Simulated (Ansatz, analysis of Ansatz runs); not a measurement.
# F+ centre in CaO: optical absorption band against experiment

How near does this set-up come to the measured optical absorption band? Subject: F+ centre in CaO. Set-up: PBE, 64-site cell, PBE lattice, 420 eV, k: the zone centre alone. The model is a cell of 64 host atoms with 1 O taken out. The excitation energy is a difference of total energies with one electron moved up within one spin channel. A local or semilocal functional is the cheapest first rung.

**The experiment.** Vertical absorption energy: 3.7 eV, by optical absorption (quoted in “Electronic Structure of the F Center in the Alkaline Earth Oxides”, 1976, T. M. Wilson and R. F. Wood, quoting earlier work (1968)).

Program: Ansatz 0.2.0. Level of theory: plane-wave PAW DFT, PBE; relaxation of all atoms of a defect supercell. Results are calculated unless marked as measured.

**1. The structure**

The cell holds 63 atoms: 32 Ca and 31 O. Its edges and angles: a = 9.662 Å, b = 9.662 Å, c = 9.662 Å, α = 90.0°, β = 90.0°, γ = 90.0°. It derives from CaO (space group Fm-3m). Nearest the centre at fractional (0.250, 0.500, 0.500): Ca28 at 2.42 Å, Ca27 at 2.42 Å, Ca12 at 2.42 Å, Ca19 at 2.42 Å, Ca25 at 2.42 Å, Ca56 at 2.42 Å, O24 at 3.42 Å, O16 at 3.42 Å. The cell carries charge +1.

The host's primitive cell comes from a first run (plane-wave PAW DFT, PBE; relaxation of the host's cell and atoms): vectors of 3.416, 3.416 and 3.416 Å. That is 14.09 Å³ an atom. The supercell is built on it.

**2. Relaxation, charge +1**

Every later number rests on the structure around the defect, so the atoms are relaxed at the host's lattice first.

The input, relax/input.yaml:

```yaml
relax:
  f_tol: 0.02
  max_steps: 80
  escape_saddle: false
crystal:
  lattice:
    - [9.66155723, 0.0, 0.0]
    - [0.0, 9.66155723, 0.0]
    - [0.0, 0.0, 9.66155723]
  atoms:
    - { symbol: Ca, position: [0.0, 0.0, 0.0] }
    - { symbol: Ca, position: [0.0, 0.25, 0.25] }
    - { symbol: Ca, position: [0.25, 0.0, 0.25] }
    - { symbol: Ca, position: [0.25, 0.25, 0.0] }
    - { symbol: O, position: [0.0, 0.0, 0.25] }
    - { symbol: O, position: [0.0, 0.25, 0.0] }
    - { symbol: O, position: [0.25, 0.0, 0.0] }
    - { symbol: O, position: [0.25, 0.25, 0.25] }
    - { symbol: Ca, position: [0.0, 0.0, 0.5] }
    - { symbol: Ca, position: [0.0, 0.25, 0.75] }
    - { symbol: Ca, position: [0.25, 0.0, 0.75] }
    - { symbol: Ca, position: [0.25, 0.25, 0.5] }
    - { symbol: O, position: [0.0, 0.0, 0.75] }
    - { symbol: O, position: [0.0, 0.25, 0.5] }
    - { symbol: O, position: [0.25, 0.0, 0.5] }
    - { symbol: O, position: [0.25, 0.25, 0.75] }
    - { symbol: Ca, position: [0.0, 0.5, 0.0] }
    - { symbol: Ca, position: [0.0, 0.75, 0.25] }
    - { symbol: Ca, position: [0.25, 0.5, 0.25] }
    - { symbol: Ca, position: [0.25, 0.75, 0.0] }
    - { symbol: O, position: [0.0, 0.5, 0.25] }
    - { symbol: O, position: [0.0, 0.75, 0.0] }
    - { symbol: O, position: [0.25, 0.5, 0.0] }
    - { symbol: O, position: [0.25, 0.75, 0.25] }
    - { symbol: Ca, position: [0.0, 0.5, 0.5] }
    - { symbol: Ca, position: [0.0, 0.75, 0.75] }
    - { symbol: Ca, position: [0.25, 0.5, 0.75] }
    - { symbol: Ca, position: [0.25, 0.75, 0.5] }
    - { symbol: O, position: [0.0, 0.5, 0.75] }
    - { symbol: O, position: [0.0, 0.75, 0.5] }
    - { symbol: O, position: [0.25, 0.75, 0.75] }
    - { symbol: Ca, position: [0.5, 0.0, 0.0] }
    - { symbol: Ca, position: [0.5, 0.25, 0.25] }
    - { symbol: Ca, position: [0.75, 0.0, 0.25] }
    - { symbol: Ca, position: [0.75, 0.25, 0.0] }
    - { symbol: O, position: [0.5, 0.0, 0.25] }
    - { symbol: O, position: [0.5, 0.25, 0.0] }
    - { symbol: O, position: [0.75, 0.0, 0.0] }
    - { symbol: O, position: [0.75, 0.25, 0.25] }
    - { symbol: Ca, position: [0.5, 0.0, 0.5] }
    - { symbol: Ca, position: [0.5, 0.25, 0.75] }
    - { symbol: Ca, position: [0.75, 0.0, 0.75] }
    - { symbol: Ca, position: [0.75, 0.25, 0.5] }
    - { symbol: O, position: [0.5, 0.0, 0.75] }
    - { symbol: O, position: [0.5, 0.25, 0.5] }
    - { symbol: O, position: [0.75, 0.0, 0.5] }
    - { symbol: O, position: [0.75, 0.25, 0.75] }
    - { symbol: Ca, position: [0.5, 0.5, 0.0] }
    - { symbol: Ca, position: [0.5, 0.75, 0.25] }
    - { symbol: Ca, position: [0.75, 0.5, 0.25] }
    - { symbol: Ca, position: [0.75, 0.75, 0.0] }
    - { symbol: O, position: [0.5, 0.5, 0.25] }
    - { symbol: O, position: [0.5, 0.75, 0.0] }
    - { symbol: O, position: [0.75, 0.5, 0.0] }
    - { symbol: O, position: [0.75, 0.75, 0.25] }
    - { symbol: Ca, position: [0.5, 0.5, 0.5] }
    - { symbol: Ca, position: [0.5, 0.75, 0.75] }
    - { symbol: Ca, position: [0.75, 0.5, 0.75] }
    - { symbol: Ca, position: [0.75, 0.75, 0.5] }
    - { symbol: O, position: [0.5, 0.5, 0.75] }
    - { symbol: O, position: [0.5, 0.75, 0.5] }
    - { symbol: O, position: [0.75, 0.5, 0.5] }
    - { symbol: O, position: [0.75, 0.75, 0.75] }
total_charge: 1
basis:
  ecutwfc: 420
  xc_grid: 2
hamiltonian:
  xc: pbe
kpoints:
  mp_grid: { grid: [1, 1, 1] }
magnetization:
  spin_polarized: true
  initial_magnetization: 1
  spin_locking: { lock_magnetization: hard }
scf:
  occupations: { method: fermi_dirac, width: 0.01 }
  max_iter: 120
output:
  forces: true
checkpoint:
  write: "../relax.run"
  compress: false
  write_wavefunctions: true
  write_every: 100000
```

Launch:

```bash
$ ansatz run input.yaml --threads 2 --pin off --max-ram 3768MiB --backend cpu --events-out ev --progress --plain --runs-dir out
```

Numbers of over 12 decimals in the logs are rounded to 6 here.

Log:

```text
[... repeated set-up lines and file paths are left out, and long positions are rounded to six places ...]
Engine: ansatz 0.2.0, x86_64-unknown-linux-gnu
Pseudopotentials: kind: paw
Pseudopotential: Ca, paw, valence charge 10, recommended cutoff 420 eV (normal), Ca.paw.azcp
Pseudopotential: O, paw, valence charge 6, recommended cutoff 420 eV (normal), O.paw.azcp
Functional definition: PBE
  parameter kappa = 0.804
  parameter beta = 0.066725
  exchange = pbe_x(kappa = kappa, mu = beta*pi^2/3)
  correlation = pbe_c(beta = beta)
Crystal: 63 atoms, lattice volume = 901.865 Å³
Basis set: ecut = 420 eV, 17557 PW (Γ), exchange–correlation on 144×144×144 points (8 copies of the dense FFT grid, shifted against one another)
Bands: 316, of which v1, the nominal top of the filled ones, is band 253 counted from 1 (252 counted from 0)
Symmetry: 48 space group operations
Space group: Pm-3m (ITA 221), of the structure as read, at distance tolerance 9.7e-5 Å
Magnetic group: BNS 221.92 (UNI 1594), of the structure as read, at distance tolerance 9.7e-5 Å
k-points: 1
Non-local potential: Ca, projectors of the file, l = 0: 3, l = 1: 2, l = 2: 2
Non-local potential: O, projectors of the file, l = 0: 2, l = 1: 2, l = 2: 1
PAW form: soft (Blöchl's): semilocal exchange-correlation on the pseudo side does not see the compensation charge
PAW one-centre angular grid: Ca, 110 points (default); XC on 64 Gauss nodes
PAW one-centre angular grid: O, 110 points (default); XC on 64 Gauss nodes
Initial density: superposition of atomic densities (chi_scale 0.1, normalization cell, long waves kept (reshape's long-wave potential 0.39 eV rms))
Starting moments: Σ|m| = 1 μB on 63 of 63 sites
Initial wavefunctions: pseudopotential atomic-orbital guess
Functional: x = pbe(κ = 0.804, μ = 0.219515), c = pbe(β = 0.066725)
SCF iter   1: F=—  HF=-75863.011152 eV  |F-HF|=—  |Δ(HF+E_count)|=         —  Δρ=5.15e-2 (↑4.93e-2 ↓5.15e-2)  dr2=9.46e1  dr2_m=3.01e-2  M=1.000 μB ∫|m|=1.034 μB  β_m=0.30  ethr=3.10e-3  ⟨swp⟩=7.0  Hψ=2648  notcnv=0  defer=73
preconditioner: auto → Resta (q_TF=auto, 2.477 Å⁻¹)  ε∞=3.4  [insulator: Δε(μ)=1.671 eV  Ē_g=16.590 eV  σ=0.010 eV  W_gap=0.66  n_scr=250 (ndim 8)  ℏωp=26.0 eV  f_vac=0.000  D(μ)=66.66/eV (n_scr^D=738)  ε∞_Penn≈3.4]
spin=Collinear: Resta preconditioning applied to the charge; magnetization (m = ρ↑ − ρ↓) channel mixes plain (no charge-response kernel on spin).
SCF iter   2: F=—  HF=-75845.101740 eV  |F-HF|=—  |Δ(HF+E_count)|=    1.79e1  Δρ=1.91e-2 (↑1.83e-2 ↓1.91e-2)  dr2=1.41e1  dr2_m=6.61e-2  M=1.000 μB ∫|m|=1.098 μB  β_m=0.35  ethr=3.10e-3  ⟨swp⟩=4.0  Hψ=1252  notcnv=0  defer=112
SCF iter   3: F=—  HF=-75842.844102 eV  |F-HF|=—  |Δ(HF+E_count)|=    2.26e0  Δρ=1.17e-2 (↑1.12e-2 ↓1.17e-2)  dr2=5.42e0  dr2_m=2.75e-2  M=1.000 μB ∫|m|=1.077 μB  β_m=0.59  ethr=2.79e-3  ⟨swp⟩=2.5  Hψ=742  notcnv=0  defer=117
SCF iter   4: F=—  HF=-75842.728633 eV  |F-HF|=—  |Δ(HF+E_count)|=   1.15e-1  Δρ=3.64e-3 (↑3.57e-3 ↓3.64e-3)  dr2=3.86e-1  dr2_m=6.94e-4  M=1.000 μB ∫|m|=1.051 μB  β_m=0.67  ethr=1.07e-3  ⟨swp⟩=3.0  Hψ=1034  notcnv=0  defer=117
SCF iter   5: F=—  HF=-75842.869505 eV  |F-HF|=—  |Δ(HF+E_count)|=   1.41e-1  Δρ=2.20e-3 (↑2.20e-3 ↓2.18e-3)  dr2=1.57e-1  dr2_m=8.56e-5  M=1.000 μB ∫|m|=1.043 μB  β_m=0.62  ethr=7.64e-5  ⟨swp⟩=2.0  Hψ=861  notcnv=0  defer=117
SCF iter   6: F=—  HF=-75842.874265 eV  |F-HF|=—  |Δ(HF+E_count)|=   4.76e-3  Δρ=4.01e-4 (↑3.58e-4 ↓4.01e-4)  dr2=5.71e-3  dr2_m=1.63e-5  M=1.000 μB ∫|m|=1.039 μB  β_m=0.78  ethr=3.11e-5  ⟨swp⟩=3.0  Hψ=884  notcnv=0  defer=117
SCF iter   7: F=—  HF=-75842.881404 eV  |F-HF|=—  |Δ(HF+E_count)|=   7.14e-3  Δρ=1.31e-4 (↑1.31e-4 ↓1.19e-4)  dr2=4.47e-4  dr2_m=3.52e-6  M=1.000 μB ∫|m|=1.038 μB  β_m=0.81  ethr=1.13e-6  ⟨swp⟩=2.0  Hψ=870  notcnv=0  defer=117
SCF iter   8: F=—  HF=-75842.881635 eV  |F-HF|=—  |Δ(HF+E_count)|=   2.32e-4  Δρ=5.23e-5 (↑5.16e-5 ↓5.23e-5)  dr2=8.14e-5  dr2_m=2.10e-7  M=1.000 μB ∫|m|=1.038 μB  β_m=0.76  ethr=8.85e-8  ⟨swp⟩=2.0  Hψ=957  notcnv=0  defer=117
SCF iter   9: F=—  HF=-75842.881634 eV  |F-HF|=—  |Δ(HF+E_count)|=   1.77e-6  Δρ=3.03e-5 (↑3.00e-5 ↓3.03e-5)  dr2=2.62e-5  dr2_m=4.01e-8  M=1.000 μB ∫|m|=1.039 μB  β_m=0.66  ethr=1.61e-8  ⟨swp⟩=2.0  Hψ=764  notcnv=0  defer=117
SCF iter  10: F=-75842.881629 eV  HF=-75842.881630 eV  |F-HF|=7.48e-7  |Δ(HF+E_count)|=   3.88e-6  Δρ=8.03e-6 (↑8.03e-6 ↓7.78e-6)  dr2=1.93e-6  dr2_m=1.34e-8  M=1.000 μB ∫|m|=1.039 μB  ethr=1.98e-9  ⟨swp⟩=3.0  Hψ=1373  notcnv=0
SCF 1 converged in 10 iterations: F = -75842.881629 eV  dr2 = 1.93e-6
  greatest PAW one-centre occupation: 0.995 electrons in one spin orbital (limit 2), on the Ca atom at site 24 (counted from 0), in its partial waves of l = 0
relax step   1: F+E_penalty+E_count = -75842.88162889 eV  Δ(F+E_penalty+E_count) = +0.000e0 eV  max|allowed force component| = 1.543e0 eV/Å  Δτ_max = 0.0000 Å  (10 SCF iters, dr2 threshold 1.00e-5 eV, accepted)
[... the SCF cycles and remarks between the steps are left out from here to the last step ...]
relax step   2: F+E_penalty+E_count = -75843.22059492 eV  Δ(F+E_penalty+E_count) = -3.390e-1 eV  max|allowed force component| = 1.208e0 eV/Å  Δτ_max = 0.1954 Å  (7 SCF iters, dr2 threshold 1.00e-4 eV, accepted)
relax step   3: F+E_penalty+E_count = -75843.58313030 eV  Δ(F+E_penalty+E_count) = -3.625e-1 eV  max|allowed force component| = 1.839e-1 eV/Å  Δτ_max = 0.0591 Å  (6 SCF iters, dr2 threshold 9.12e-5 eV, accepted)
relax step   4: F+E_penalty+E_count = -75843.59747833 eV  Δ(F+E_penalty+E_count) = -1.435e-2 eV  max|allowed force component| = 2.169e-2 eV/Å  Δτ_max = 0.0167 Å  (7 SCF iters, dr2 threshold 2.11e-6 eV, accepted)
SCF iter   1: F=—  HF=-75843.596380 eV  |F-HF|=—  |Δ(HF+E_count)|=         —  Δρ=1.31e-4 (↑1.29e-4 ↓1.31e-4)  dr2=7.60e-4  dr2_m=5.49e-8  M=1.000 μB ∫|m|=1.031 μB  β_m=0.30  ethr=1.85e-6  ⟨swp⟩=6.0  Hψ=1497  notcnv=0  defer=107
SCF iter   2: F=—  HF=-75843.596210 eV  |F-HF|=—  |Δ(HF+E_count)|=   1.69e-4  Δρ=7.77e-5 (↑7.57e-5 ↓7.77e-5)  dr2=2.60e-4  dr2_m=2.82e-8  M=1.000 μB ∫|m|=1.031 μB  β_m=0.48  ethr=1.51e-7  ⟨swp⟩=2.0  Hψ=736  notcnv=0  defer=107
SCF iter   3: F=—  HF=-75843.596135 eV  |F-HF|=—  |Δ(HF+E_count)|=   7.57e-5  Δρ=2.40e-5 (↑2.39e-5 ↓2.40e-5)  dr2=2.09e-5  dr2_m=3.03e-9  M=1.000 μB ∫|m|=1.031 μB  β_m=0.53  ethr=5.16e-8  ⟨swp⟩=2.0  Hψ=943  notcnv=0  defer=107
SCF iter   4: F=—  HF=-75843.598095 eV  |F-HF|=—  |Δ(HF+E_count)|=   1.96e-3  Δρ=8.22e-6 (↑8.22e-6 ↓8.14e-6)  dr2=2.19e-6  dr2_m=2.84e-10  M=1.000 μB ∫|m|=1.031 μB  β_m=0.66  ethr=4.14e-9  ⟨swp⟩=2.0  Hψ=932  notcnv=0  defer=107
SCF iter   5: F=-75843.598095 eV  HF=-75843.598095 eV  |F-HF|=1.80e-9  |Δ(HF+E_count)|=   4.66e-7  Δρ=1.88e-6 (↑1.88e-6 ↓1.86e-6)  dr2=9.72e-8  dr2_m=5.18e-11  M=1.000 μB ∫|m|=1.031 μB  ethr=1.98e-11  ⟨swp⟩=2.0  Hψ=2013  notcnv=0
SCF 5 converged in 5 iterations: F = -75843.598095 eV  dr2 = 9.72e-8
relax step   5: F+E_penalty+E_count = -75843.59809502 eV  Δ(F+E_penalty+E_count) = -6.167e-4 eV  max|allowed force component| = 9.966e-4 eV/Å  Δτ_max = 0.0039 Å  (5 SCF iters, accepted)
NSCF: frozen V_eff on 1 k-points
the band table was solved once a step of the walk had ended and its energy, with any forces and stress, was formed, with the checks that follow a solve (2581 applications of the Hamiltonian). They found nothing against the state; [...]
SCF converged after 5 iterations
Magnetization: 1.0000 μB (253.0000 up, 252.0000 down)
Absolute magnetization: 1.0339 μB (∫|ρ↑−ρ↓|, with the PAW one-centre terms)
Spin contamination: 0.0014 ħ² per cell (⟨S²⟩ above its minimum at these occupations)
Per-site moments (μB) at R_I (Å): [(2.9842645338715944e-5, 0.991293), (-9.177167181678273e-6, 0.995260), (0.000513332, 0.984742), [... 60 left out ...]
Free energy (F): -75843.598095 eV
Harris-Foulkes:  -75843.598095 eV  (|F-HF|=1.80e-9)
Internal energy: -75843.598095 eV  (E = F + TS)
E sigma→0 (E₀):  -75843.598095 eV
Fermi energy:    9.717177 (↑ 10.082977, ↓ 8.946976) eV
--- Per-component energies (eV) ---
  E_band       = -3364.421686
  E_kinetic    = 14400.833741
  E_local      = -29166.102526  (includes V_loc(G=0)·N_el)
  E_nonlocal   = 3516.830012
  E_hartree    = 9761.994170
  E_xc         = -6738.537972
  E_vxc        = -8475.774920  (∫ρ·V_xc dr)
  E_paw        = -32362.324100  (= ΣΔE_a)
  E_vpaw       = -3164.277695  (= ΣTr[D̂ρ^β])
  E_aug_tail   = 0.074227  (compensation charges beyond the density's cutoff)
  E_ewald      = -35256.365647
  E_smearing   = -0.000000  (= −TS)
  E_closure    = -0.000000  (closes the sum)
  E_deformation_potential = 18.780863  (in the stress; not in F)
  Σ components = -75843.598095   (vs F -75843.598095, Δ=0.00e0)
--- Forces (eV/Å), atoms counted from 1 ---
  atom   1  Ca     0.00093470     0.00000000    -0.00000000
  atom   2  Ca     0.00046597     0.00046597     0.00046597
  [... 5 atoms left out ...]
  atom   8  O      0.00000000    -0.00054150    -0.00054150
  [... 3 atoms left out ...]
  atom  12  Ca    -0.00000000    -0.00098986     0.00000000
  [... 1 atom left out ...]
  atom  14  O     -0.00054150    -0.00054150    -0.00000000
  [... 4 atoms left out ...]
  atom  19  Ca    -0.00000000     0.00000000    -0.00098986
  [... 4 atoms left out ...]
  atom  24  O      0.00000000     0.00054150    -0.00054150
  atom  25  Ca    -0.00098986     0.00000000     0.00000000
  [... 1 atom left out ...]
  atom  27  Ca    -0.00000000     0.00000000     0.00098986
  atom  28  Ca     0.00000000     0.00098986     0.00000000
  [... 2 atoms left out ...]
  atom  31  O      0.00000000     0.00054150     0.00054150
  [... 24 atoms left out ...]
  atom  56  Ca     0.00098986    -0.00000000     0.00000000
  [... 7 atoms left out ...]
  max |Σ_I F_I| component: 1.73e-18 eV/Å
--- Band table (eV) ---
  k-point 0 ↑: bands = ["-30.3181", "-30.2858", "-30.2858", "-30.2858", [... 308 left out ...] "15.1289", "15.1289", "15.1656", "15.1656"]
  k-point 0 ↓: bands = ["-30.2961", "-30.2624", "-30.2624", "-30.2591", [... 308 left out ...] "15.1396", "15.1396", "15.1693", "15.1693"]
--- Relaxed structure (5 steps of the walk, 5 accepted, 0 SCFs on fresh bases) ---
  F+E_penalty+E_count = -75843.59809502 eV   max|allowed force component| = 9.966e-4 eV/Å
  atoms:
    - { symbol: Ca, position: [-0.001269, 1.0669631377590054e-19, 0] }
    - { symbol: Ca, position: [0.000285, 0.250285, 0.250285] }
    [... 5 atoms left out ...]
    - { symbol: O, position: [0.25, 0.252002, 0.252002] }
    [... 3 atoms left out ...]
    - { symbol: Ca, position: [0.25, 0.237058, 0.5] }
    [... 1 atom left out ...]
    - { symbol: O, position: [0.002002, 0.252002, 0.5] }
    [... 4 atoms left out ...]
    - { symbol: Ca, position: [0.25, 0.5, 0.237058] }
    [... 4 atoms left out ...]
    - { symbol: O, position: [0.25, 0.747998, 0.252002] }
    - { symbol: Ca, position: [-0.012942, 0.5, 0.5] }
    [... 1 atom left out ...]
    - { symbol: Ca, position: [0.25, 0.5, 0.762942] }
    - { symbol: Ca, position: [0.25, 0.762942, 0.5] }
    [... 2 atoms left out ...]
    - { symbol: O, position: [0.25, 0.747998, 0.747998] }
    [... 24 atoms left out ...]
    - { symbol: Ca, position: [0.512942, 0.5, 0.5] }
    [... 7 atoms left out ...]
```

Run time: 47 s. Hardware: 2 threads of Intel Xeon 6975P-C (Granite Rapids), shared host; peak memory 1.9 GiB.

The steps of the relaxation:

| step | energy less that of the first step (eV) | largest force component (eV/Å) |
| --- | --- | --- |
| 1 | 0.0000 | 1.5429 |
| 2 | -0.3390 | 1.2079 |
| 3 | -0.7015 | 0.1839 |
| 4 | -0.7158 | 0.0217 |
| 5 | -0.7165 | 0.0010 |

The run keeps the 48 symmetry operations that it works with, so distortions that break them were not tested.

The atoms that moved most (Å):

| atom | dx | dy | dz | length |
| --- | --- | --- | --- | --- |
| Ca12 | 0.000 | -0.125 | 0.000 | 0.125 |
| Ca27 | 0.000 | 0.000 | 0.125 | 0.125 |
| Ca28 | 0.000 | 0.125 | 0.000 | 0.125 |
| Ca19 | 0.000 | 0.000 | -0.125 | 0.125 |
| Ca56 | 0.125 | 0.000 | 0.000 | 0.125 |
| Ca25 | -0.125 | 0.000 | 0.000 | 0.125 |
| Ca3 | 0.000 | 0.000 | -0.028 | 0.028 |
| Ca4 | 0.000 | -0.028 | 0.000 | 0.028 |

The atoms nearest to the centre after the run:

| atom | distance (Å) |
| --- | --- |
| Ca12 | 2.540 |
| Ca27 | 2.540 |
| Ca28 | 2.540 |
| Ca19 | 2.540 |
| Ca25 | 2.540 |
| Ca56 | 2.540 |
| O60 | 3.389 |
| O31 | 3.389 |
| O61 | 3.389 |
| O30 | 3.389 |
| O24 | 3.389 |
| O52 | 3.389 |
| O45 | 3.389 |
| O29 | 3.389 |
| O16 | 3.389 |
| O8 | 3.389 |

Numbers from this step:

```
free energy                           : -75843.5981 eV
total moment                          : 1 μB
integral of the absolute spin density : 1.034 μB
spin contamination                    : 0.001442
```

(Part 1 of 2 ends here.)

[Logs are printed without paths, hosts, clocks, repeated set-up lines and the standing remarks that a program may print on its own settings, such as how far it seeks lower states.]

[Hosts, paths, dates, database ids (printed as entryN), source tags and the programs' standing remarks are cut or masked in the printed files.]

[For some hosts the program warned that the k-mesh of the response run may be too coarse for force constants and the static dielectric constant; such warnings are not shown here.]
